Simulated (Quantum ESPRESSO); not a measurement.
# Collinear magnetic orders of LaCrGe3 with Quantum ESPRESSO

Wanted: the moments of LaCrGe3 and the energy of each order that was tried.

Method: PBEsol; plane waves with GBRV 1.5 PBEsol potentials, no spin-orbit coupling, in Quantum ESPRESSO 7.5.

## (1) The structure

The structure is hexagonal, space group P6_3/mmc (No. 194). Conventional cell: a = 6.200 Å, b = 6.200 Å, c = 5.766 Å, α = 90.00°, β = 90.00°, γ = 120.00°. Nearest to La lie 12 Ge at 3.11 to 3.25 Å. Nearest to Cr lie 6 Ge at 2.53 Å. Nearest to Ge lie 2 Cr at 2.53 Å and 2 Ge at 2.60 Å and 4 La at 3.11 to 3.25 Å. Farther neighbours are not listed.

The cell comes from the Crystallography Open Database.

## (2) Run 1 (ferro ++)

The signs are those of the starting moments on the seeded atoms, the atoms that are given a moment.

pw.in

```
&CONTROL
  calculation = 'scf'
  prefix = 'pwscf'
  outdir = './tmp'
  pseudo_dir = './pseudo'
  disk_io = 'nowf'
/
&SYSTEM
  ibrav = 0
  celldm(1) = 8
  nat = 10
  ntyp = 3
  ecutwfc = 40
  ecutrho = 280
  nbnd = 86
  occupations = 'smearing'
  smearing = 'fd'
  degauss = 0.00367493
  nspin = 2
  starting_magnetization(1) = 0
  starting_magnetization(2) = 0.1786
  starting_magnetization(3) = 0
/
&ELECTRONS
  conv_thr = 2d-08
  electron_maxstep = 150
  mixing_beta = 0.3
/
ATOMIC_SPECIES
La    138.9055 la_pbesol_v1.uspp.F.UPF
Cr     51.9961 cr_pbesol_v1.5.uspp.F.UPF
Ge     72.6300 ge_pbesol_v1.4.uspp.F.UPF
CELL_PARAMETERS alat
   1.4646322328912    0.0000000000000    0.0000000000000
  -0.7323161164456    1.2684087208794    0.0000000000000
   0.0000000000000    0.0000000000000    1.3620201043240
ATOMIC_POSITIONS crystal
La      0.3333333333    0.6666666667    0.7500000000
La      0.6666666667    0.3333333333    0.2500000000
Cr      0.0000000000    0.0000000000    0.0000000000
Cr      0.0000000000    0.0000000000    0.5000000000
Ge      0.1933500000    0.3867000000    0.2500000000
Ge      0.8066500000    0.1933500000    0.7500000000
Ge      0.6133000000    0.8066500000    0.2500000000
Ge      0.8066500000    0.6133000000    0.7500000000
Ge      0.1933500000    0.8066500000    0.2500000000
Ge      0.3867000000    0.1933500000    0.7500000000
K_POINTS automatic
6 6 6 0 0 0
```

On the command line:

```bash
$ OMP_NUM_THREADS=1 mpirun -n 4 pw.x -nk 4 -in pw.in > pw.out
```

The log of the run:

```text
Program PWSCF v.7.5 starts

     Message from routine setup:
     using ibrav=0 with symmetry is DISCOURAGED, use correct ibrav instead

     K-points division:     npool     =       4
     Subspace diagonalization in iterative solution of the eigenvalue problem:

     G-vector sticks info
     --------------------
     sticks:   dense  smooth     PW     G-vecs:    dense   smooth      PW
     Sum        2653    1519    433               102491    44245    6863

     Using Slab Decomposition

     bravais-lattice index     =            0
     lattice parameter (alat)  =       8.0000  a.u.
     unit-cell volume          =    1295.5115 (a.u.)^3
     number of atoms/cell      =           10
     number of atomic types    =            3
     number of electrons       =       134.00
     number of Kohn-Sham states=           86
     kinetic-energy cutoff     =      40.0000  Ry
     charge density cutoff     =     280.0000  Ry
     scf convergence threshold =      2.0E-08
     mixing beta               =       0.3000
     number of iterations used =            8  plain     mixing
     Exchange-correlation= SLA  PW   PSX  PSC
                           (   1   4  10   8   0   0   0)

     celldm(1)=   8.000000  celldm(2)=   0.000000  celldm(3)=   0.000000
     celldm(4)=   0.000000  celldm(5)=   0.000000  celldm(6)=   0.000000

     crystal axes: (cart. coord. in units of alat)
               a(1) = (   1.464632   0.000000   0.000000 )
               a(2) = (  -0.732316   1.268409   0.000000 )
               a(3) = (   0.000000   0.000000   1.362020 )

     reciprocal axes: (cart. coord. in units 2 pi/alat)
               b(1) = (  0.682765  0.394195 -0.000000 )
               b(2) = (  0.000000  0.788389  0.000000 )
               b(3) = (  0.000000 -0.000000  0.734204 )

     PseudoPot. # 1 for La read from file:
     la_pbesol_v1.uspp.F.UPF
     Pseudo is Ultrasoft + core correction, Zval = 11.0
     Generated by new atomic code, or converted to UPF format
     Using radial grid of  995 points,  8 beta functions with:
                l(1) =   0
                l(2) =   0
                l(3) =   1
                l(4) =   1
                l(5) =   2
                l(6) =   2
                l(7) =   3
                l(8) =   3
     Q(r) pseudized with  8 coefficients,  rinner =    1.700   1.700   1.700
                                                       1.700   1.700   1.700
                                                       1.700

     PseudoPot. # 2 for Cr read from file:
     cr_pbesol_v1.5.uspp.F.UPF
     Pseudo is Ultrasoft + core correction, Zval = 14.0
     Generated by new atomic code, or converted to UPF format
     Using radial grid of  857 points,  6 beta functions with:
                l(1) =   0
                l(2) =   0
                l(3) =   1
                l(4) =   1
                l(5) =   2
                l(6) =   2
     Q(r) pseudized with  8 coefficients,  rinner =    0.950   0.950   0.950
                                                       0.950   0.950

     PseudoPot. # 3 for Ge read from file:
     ge_pbesol_v1.4.uspp.F.UPF
     Pseudo is Ultrasoft + core correction, Zval = 14.0
     Generated by new atomic code, or converted to UPF format
     Using radial grid of  873 points,  6 beta functions with:
                l(1) =   0
                l(2) =   0
                l(3) =   1
                l(4) =   1
                l(5) =   2
                l(6) =   2
     Q(r) pseudized with  8 coefficients,  rinner =    1.400   1.400   1.400
                                                       1.400   1.400

     atomic species   valence    mass     pseudopotential
     La               11.00   138.90550     La( 1.00)
     Cr               14.00    51.99610     Cr( 1.00)
     Ge               14.00    72.63000     Ge( 1.00)

     Starting magnetic structure
     atomic species   magnetization
     La              0.000
     Cr              0.179
     Ge              0.000

     24 Sym. Ops., with inversion, found (12 have fractional translation)

   Cartesian axes

     site n.     atom                  positions (alat units)
         1        La     tau(   1) = (  -0.0000000   0.8456058   1.0215151  )
         2        La     tau(   2) = (   0.7323161   0.4228029   0.3405050  )
         3        Cr     tau(   3) = (   0.0000000   0.0000000   0.0000000  )
         4        Cr     tau(   4) = (   0.0000000   0.0000000   0.6810101  )
         5        Ge     tau(   5) = (  -0.0000000   0.4904937   0.3405050  )
         6        Ge     tau(   6) = (   1.0398523   0.2452468   1.0215151  )
         7        Ge     tau(   7) = (   0.3075362   1.0231619   0.3405050  )
         8        Ge     tau(   8) = (   0.7323161   0.7779151   1.0215151  )
         9        Ge     tau(   9) = (  -0.3075362   1.0231619   0.3405050  )
        10        Ge     tau(  10) = (   0.4247800   0.2452468   1.0215151  )

     number of k points=    28  Fermi-Dirac smearing, width (Ry)=  0.0037
                       cart. coord. in units 2pi/alat
        k(    1) = (   0.0000000   0.0000000   0.0000000), wk =   0.0046296
        k(    2) = (   0.0000000   0.0000000   0.1223673), wk =   0.0092593
        k(    3) = (   0.0000000   0.0000000   0.2447345), wk =   0.0092593
        k(    4) = (   0.0000000   0.0000000  -0.3671018), wk =   0.0046296
        k(    5) = (   0.0000000   0.1313982   0.0000000), wk =   0.0277778
        [... 23 further k-points ...]

     Dense  grid:   102491 G-vectors     FFT dimensions: (  64,  64,  60)

     Smooth grid:    44245 G-vectors     FFT dimensions: (  48,  48,  48)

     Check: negative core charge=   -0.000002
     Generating pointlists ...
     new r_m :   0.3034 (alat units)  2.4269 (a.u.) for type    1
     new r_m :   0.2463 (alat units)  1.9704 (a.u.) for type    2
     new r_m :   0.2463 (alat units)  1.9704 (a.u.) for type    3

     Initial potential from superposition of free atoms

     starting charge     131.9363, renormalised to     134.0000

     negative rho (up, down):  7.792E-02 7.737E-02
     Starting wfcs are  114 randomized atomic wfcs

     Self-consistent Calculation

     iteration #  1     ecut=    40.00 Ry     beta= 0.30
     Davidson diagonalization with overlap
     ethr =  1.00E-02,  avg # of iterations =  2.0

     negative rho (up, down):  7.370E-02 7.398E-02

     total energy              =   -1827.86883193 Ry
     estimated scf accuracy    <      17.02042085 Ry

     total magnetization       =     2.18 Bohr mag/cell
     absolute magnetization    =     2.60 Bohr mag/cell

     iteration #  2     ecut=    40.00 Ry     beta= 0.30
     Davidson diagonalization with overlap
     ethr =  1.00E-02,  avg # of iterations =  5.6

     negative rho (up, down):  2.469E-02 2.514E-02

     total energy              =   -1832.58161183 Ry
     estimated scf accuracy    <      52.10490429 Ry

     total magnetization       =     0.12 Bohr mag/cell
     absolute magnetization    =     0.20 Bohr mag/cell

     iteration #  3     ecut=    40.00 Ry     beta= 0.30
     Davidson diagonalization with overlap
     ethr =  1.00E-02,  avg # of iterations =  5.6

     negative rho (up, down):  4.145E-02 4.170E-02

     total energy              =   -1834.14787283 Ry
     estimated scf accuracy    <      11.99751361 Ry

     total magnetization       =     0.93 Bohr mag/cell
     absolute magnetization    =     1.48 Bohr mag/cell

     [... further iterations left out ...]

     iteration # 18     ecut=    40.00 Ry     beta= 0.30
     Davidson diagonalization with overlap
     ethr =  1.46E-09,  avg # of iterations =  4.4

     negative rho (up, down):  5.067E-02 4.769E-02

     total energy              =   -1834.66602328 Ry
     estimated scf accuracy    <       0.00000177 Ry

     total magnetization       =     2.74 Bohr mag/cell
     absolute magnetization    =     4.14 Bohr mag/cell

     iteration # 19     ecut=    40.00 Ry     beta= 0.30
     Davidson diagonalization with overlap
     ethr =  1.32E-09,  avg # of iterations =  3.5

     negative rho (up, down):  5.068E-02 4.772E-02

     total energy              =   -1834.66602350 Ry
     estimated scf accuracy    <       0.00000112 Ry

     total magnetization       =     2.75 Bohr mag/cell
     absolute magnetization    =     4.14 Bohr mag/cell

     iteration # 20     ecut=    40.00 Ry     beta= 0.30
     Davidson diagonalization with overlap
     ethr =  8.33E-10,  avg # of iterations =  4.2

     negative rho (up, down):  5.068E-02 4.772E-02

     total energy              =   -1834.66602367 Ry
     estimated scf accuracy    <       0.00000004 Ry

     total magnetization       =     2.75 Bohr mag/cell
     absolute magnetization    =     4.15 Bohr mag/cell

     iteration # 21     ecut=    40.00 Ry     beta= 0.30
     Davidson diagonalization with overlap
     ethr =  2.86E-11,  avg # of iterations =  4.2

     negative rho (up, down):  5.068E-02 4.772E-02

     Magnetic moment per site  (integrated on atomic sphere of radius R)
     atom   1 (R=0.303)  charge=  8.3340  magn= -0.0596
     atom   2 (R=0.303)  charge=  8.3340  magn= -0.0596
     atom   3 (R=0.246)  charge= 12.2347  magn=  1.5620
     atom   4 (R=0.246)  charge= 12.2347  magn=  1.5620
     atom   5 (R=0.246)  charge= 12.0074  magn= -0.0388
     atom   6 (R=0.246)  charge= 12.0074  magn= -0.0388
     atom   7 (R=0.246)  charge= 12.0074  magn= -0.0388
     atom   8 (R=0.246)  charge= 12.0074  magn= -0.0388
     atom   9 (R=0.246)  charge= 12.0074  magn= -0.0388
     atom  10 (R=0.246)  charge= 12.0074  magn= -0.0388

     End of self-consistent calculation

     [... lines left out ...]
     the Fermi energy is    13.3169 ev

!    total energy              =   -1834.66602367 Ry
     estimated scf accuracy    <          8.9E-09 Ry
     smearing contrib. (-TS)   =      -0.00268906 Ry
     internal energy E=F+TS    =   -1834.66333461 Ry

     The total energy is F=E-TS. E is the sum of the following terms:
     one-electron contribution =    -940.32639770 Ry
     hartree contribution      =     583.62849281 Ry
     xc contribution           =    -488.62097716 Ry
     ewald contribution        =    -989.34445256 Ry

     total magnetization       =     2.75 Bohr mag/cell
     absolute magnetization    =     4.15 Bohr mag/cell

     convergence has been achieved in  21 iterations

=------------------------------------------------------------------------------=
   JOB DONE.
=------------------------------------------------------------------------------=
```

The job ended after 14 min (4 MPI ranks of Intel Xeon at 2.50GHz (Skylake/Cascade Lake), shared host; peak memory 1.8 GiB).

Spin moment in the atom's sphere by atom:

| atom | spin moment in the atom's sphere (μB) |
| --- | --- |
| La1 | -0.06 |
| La2 | -0.06 |
| Cr3 | 1.56 |
| Cr4 | 1.56 |
| Ge5 | -0.04 |
| Ge6 | -0.04 |
| Ge7 | -0.04 |
| Ge8 | -0.04 |
| Ge9 | -0.04 |
| Ge10 | -0.04 |

Read from the output:

- smearing term TS: 0.03659 eV
- magnetization: 2.746 μB
- absolute magnetization: 4.146 μB
- final state: ferromagnetic

(Part 1 of 2 ends here.)

[Logs and program files are shortened in this print: banners, set-up blocks, solver, clock and traceback lines can be left out without a mark of their own.]

[Logs are printed without paths, hosts, clocks, repeated set-up lines and the standing remarks that a program may print on its own settings, such as how far it seeks lower states.]

[Hosts, paths, dates, database ids (printed as entryN), source tags and the programs' standing remarks are cut or masked in the printed files.]

[Where a cell is said to come from a database of computed structures, the database is the Materials Project.]
